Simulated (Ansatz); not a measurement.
Entries from a set of simulations; values are calculated unless marked as measured.

Quasiparticle gap of WS2 (Tungstenite). The structure is hexagonal, space group P6_3/mmc (No. 194). Conventional cell: a = 3.180 Å, b = 3.180 Å, c = 12.500 Å, α = 90.00°, β = 90.00°, γ = 120.00°. Nearest to W lie 6 S at 2.41 Å. Nearest to S lie 3 W at 2.41 Å. Farther neighbours and most contacts between anions are not listed. The calculation used DFT, PBE, plane waves, PAW (and 1 further level or step) in Ansatz 0.2.0, with cutoff 420 eV, 12×12×2 k-mesh, smearing width 0.02 eV, default PAW in one of its runs. The PBE gap over mesh and path is 1.046 eV, from k = Γ to k = (0.167, 0.167, 0.000), the G0W0@PBE gap over 15 of 24 irreducible mesh points is 1.564 eV, from k = Γ to k = (0.111, 0.222, 0.000) and the GW settings are 9×9×2 mesh, 703 empty bands, screening to 200 eV, hard PAW files. The known limits are finite bands, screening cutoff and k mesh; no spin-orbit coupling in G0W0. It took 2 runs, 3.8 min in all on 1 × NVIDIA H100 80GB HBM3 (shared by 3 runs) with 3 threads of AMD EPYC 7R13 (Zen 3), shared host (the runs of this entry). Over 15 of 24 irreducible mesh points the G0W0 gap is 1.564 eV, from k = Γ to k = (0.111, 0.222, 0.000). The PBE gap of this run on the mesh is 1.144 eV. The two states that bound the G0W0 gap lie that far apart at the start, so the correction of the gap is 1.564 − 1.144 = +0.420 eV. The valence state moves by 12.381 − 12.770 = −0.389 eV and the conduction state by 13.945 − 13.914 = +0.031 eV, on the run's own scale; with 366 bands the edge states move by −0.158 and +0.229 eV, so the split between the edges depends on the bands and cutoff. The database entry behind the starting cell differs from later determinations by our own check (an axis about 1.4 % long against later determinations). The cell and positions come from the Crystallography Open Database and are kept as given unless a step says otherwise. Limits: no spin-orbit coupling. From 366 bands and 120 eV to 743 bands and 200 eV the gap moves by 1.564 − 1.531 = +0.033 eV; bands and screening cutoff rise together, so their parts are not told apart. Two runs can't test a law of convergence, so the limit is not known. With the 12×12×2 mesh in place of the 9×9×2 mesh and all else as in the G0W0@PBE row with 366 bands, the gap differs by 1.423 − 1.531 = −0.108 eV, and that of the start by 1.047 − 1.144 = −0.097 eV; an edge lies at another k point, so this need not be the shift of one pair of states.

[Runs of the session that timed out or met a known fault of the program may be left out.]

[Cells called generated may have been cut or substituted from an entry of the Crystallography Open Database or the Materials Project.]

[Hosts, paths, dates, database ids (printed as entryN), source tags and the programs' standing remarks are cut or masked in the printed files.]
